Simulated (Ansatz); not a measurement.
# Ag wire along [111], 19 atoms a period: bands along the axis, part 2 of 2

Wanted: the relaxed geometry and the bands of the Ag wire along [111], 19 atoms a period.

Ansatz 0.2.0; DFT PBE, plane waves, PAW; relaxation of a wire's period; PAW set soft_1 (the session's first sound run).

So far: Set-up; Relaxing the period.

**2. Relaxing the period (continued)**

Relaxation path:

```
step  energy less that of the first step (eV)  largest force component (eV/Å)  pressure (GPa)  volume (Å³)
   1                                   0.0000                          0.5784           -1.26      1236.39
   2                                  -0.5415                          0.1921            0.30      1195.62
   3                                  -0.5909                          0.0287           -0.09      1195.67
  4*                                  -0.5847                          0.0290           -0.09      1195.67
```

Relaxation steps marked * repeat the geometry before them on a plane-wave basis chosen anew for their cell, so energy and pressure can jump there.

The run keeps the 4 symmetry operations that it works with, so distortions that break them were not tested.

```
cell as run  before  after  change
      c (Å)   7.188  6.951  -3.3 %
```

The atoms that moved most (Å, along periodic axes as changes of fractional coordinates times the final cell, across vacuum about the mean position):

```
atom      dx      dy      dz  length
Ag16  -0.104   0.069   0.027   0.128
Ag10  -0.104  -0.069  -0.027   0.128
Ag11   0.104   0.069   0.027   0.128
 Ag5   0.104  -0.069  -0.027   0.128
 Ag8   0.000   0.124  -0.032   0.128
Ag14   0.000  -0.124   0.032   0.128
 Ag7   0.000   0.073   0.016   0.074
Ag13   0.000  -0.073  -0.016   0.074
```

Numbers from this step:

| Property | Result |
| --- | --- |
| energy at zero smearing | -144211.5623 eV |
| cell length along the wire | 6.951 Å |

The cell's length comes to 6.951 Å with spin left out.

**3. Bands of the perfect wire**

This step: DFT PBE, plane waves, PAW; bands of a perfect wire; PAW set soft_1 (Ansatz 0.2.0).

At the relaxed period the bands are computed along the axis; those that cross an energy going forward count the channels that a perfect wire would open there.

Input file input.yaml:

```yaml
crystal:
  lattice:
    - [12.669, 0.0, 0.0]
    - [0.0, 13.577, 0.0]
    - [0.0, 0.0, 6.951311484]
  atoms:
    - { symbol: Ag, position: [0.270411715, 0.5, 0.0] }
    - { symbol: Ag, position: [0.385438206, 0.685031437, 0.000564447] }
    - { symbol: Ag, position: [0.5, 0.5, 0.0] }
    - { symbol: Ag, position: [0.614561794, 0.685031437, 0.000564447] }
    - { symbol: Ag, position: [0.27659936, 0.619704065, 0.329493199] }
    - { symbol: Ag, position: [0.379269603, 0.434880616, 0.334928564] }
    - { symbol: Ag, position: [0.5, 0.630135557, 0.335582172] }
    - { symbol: Ag, position: [0.5, 0.259526169, 0.328766397] }
    - { symbol: Ag, position: [0.620730397, 0.434880616, 0.334928564] }
    - { symbol: Ag, position: [0.72340064, 0.619704065, 0.329493199] }
    - { symbol: Ag, position: [0.27659936, 0.380295935, 0.670506801] }
    - { symbol: Ag, position: [0.379269603, 0.565119384, 0.665071436] }
    - { symbol: Ag, position: [0.5, 0.369864443, 0.664417828] }
    - { symbol: Ag, position: [0.5, 0.740473831, 0.671233603] }
    - { symbol: Ag, position: [0.620730397, 0.565119384, 0.665071436] }
    - { symbol: Ag, position: [0.72340064, 0.380295935, 0.670506801] }
    - { symbol: Ag, position: [0.385438206, 0.314968563, 0.999435553] }
    - { symbol: Ag, position: [0.614561794, 0.314968563, 0.999435553] }
    - { symbol: Ag, position: [0.729588285, 0.5, 0.0] }
kpoints:
  mp_grid: { grid: [1, 1, 12] }
  band_path: { path: ["Γ", Z], npoints: 90 }
scf:
  occupations: { method: fermi_dirac, width: 0.05 }
hamiltonian:
  xc: pbe
  pseudopotentials: { kind: paw, azcp: { folder: soft_1 } }
output:
  dos: { e_range: [-5, 4] }
  write_potential: true
  write_density: true
  volumetric_format: npy
```

The run is started by

```sh
> ansatz run input.yaml --threads 4 --pin off --max-ram 16384MiB --backend cpu --events-out ev --progress --plain --runs-dir out
```

Numbers of over 12 decimals in the logs are rounded to 6 here.

The log of the run:

```text
[...]
Crystal: 19 atoms, lattice volume = 1195.674 Å³
Basis set: ecut = 420 eV, 23373 PW (Γ)
Bands: 217, of which v1, the nominal top of the filled ones, is band 181 counted from 1 (180 counted from 0)
Symmetry: 4 space group operations
[...]
k-points: 7 of 12
[...]
SCF iter   1: F=—  HF=-144214.755945 eV  |F-HF|=—  |Δ(HF+E_count)|=         —  Δρ=2.71e-2  dr2=1.19e1  ethr=3.10e-3  ⟨swp⟩=6.4  Hψ=5970  notcnv=0  defer=64
[...]
SCF iter  10: F=-144211.583890 eV  HF=-144211.583890 eV  |F-HF|=4.02e-9  |Δ(HF+E_count)|=   4.06e-8  Δρ=1.88e-6  dr2=3.46e-8  ethr=2.77e-11  ⟨swp⟩=13.7  Hψ=7142  notcnv=0
SCF 1 converged in 10 iterations: F = -144211.583890 eV  dr2 = 3.46e-8
[...]
NSCF: frozen V_eff on 91 k-points
WARN: The output density's exchange-correlation potential varies sharply where the density is thin. Do not read a vacuum level from v_tot or v_xc, or from such a field of the output density. On a cell that repeats whose density bears no net charge and no dipole along the vacuum's axis use v_es (v_loc + v_h of the components); under efield.dipole_correction with no amplitude use v_es + v_field, which holds any externa [...]
SCF converged after 10 iterations
Free energy (F): -144211.583890 eV
[...]
Internal energy: -144211.541518 eV  (E = F + TS)
E sigma→0 (E₀):  -144211.562704 eV
Entropy (-TS):   -0.042372 eV (-2.230 meV/atom)
Fermi energy:    1.570902 eV
[...]
--- Band table (eV; the first three rows and the last of 7) ---
  k-point 0: bands = [... 177 lower, 0.2937, 1.0622, 1.8036, 1.8037, 2.0823, 2.0878, 2.3140, 2.7095, ... 32 higher]
  k-point 1: bands = [... 177 lower, 0.7155, 1.0917, 1.4020, 1.4053, 2.3269, 2.5307, 2.5349, 2.7325, ... 32 higher]
  k-point 2: bands = [... 177 lower, 0.9906, 1.0000, 1.0838, 1.3622, 2.3648, 2.6896, 2.7187, 2.8045, ... 32 higher]
  k-point 6: bands = [... 177 lower, 1.1126, 1.1410, 1.2897, 1.3154, 1.7303, 1.7840, 2.8315, 3.3982, ... 32 higher]
```

It took 5.4 min on 4 threads of Arm Neoverse V1, shared host; peak memory 11 GiB.

The column dr2 measures how far the density is from self-consistency, as an energy; F and HF (Harris–Foulkes) agree once it is small.

This step gave:

- energy at zero smearing: -144211.5627 eV
- band gap: 0 eV

The electronic bands at the labelled points (eV, zero at the Fermi level; # counts the bands kept):

```
  point    #57    #58    #59    #60    #61   #62   #63   #64
      Γ  -1.30  -1.28  -0.51   0.23   0.23  0.51  0.52  0.74
halfway  -1.52  -0.78  -0.76  -0.37   0.32  0.71  0.74  0.86
      Z  -2.34  -0.46  -0.43  -0.28  -0.26  0.16  0.21  1.26
```

Between Γ and Z the bands cross the Fermi level 6 times, so a perfect wire would conduct at least 6 G₀, with spin left out.

**4. What came out**

| Item | Value |
| --- | --- |
| cell length, PBE | 6.951 Å |
| ballistic conductance by band crossings, a lower bound, PBE | 6 G₀ |

**Reading.** Under PBE the cell's length is 6.95 Å, and the bands cross the Fermi level 6 times between Γ and Z, which gives a perfect wire at least 6 G₀ (opposite crossings within one step of the path cancel in such a count).

[Logs are printed without paths, hosts, clocks, repeated set-up lines and the standing remarks that a program may print on its own settings, such as how far it seeks lower states.]

[Hosts, paths, dates, database ids (printed as entryN), source tags and the programs' standing remarks are cut or masked in the printed files.]
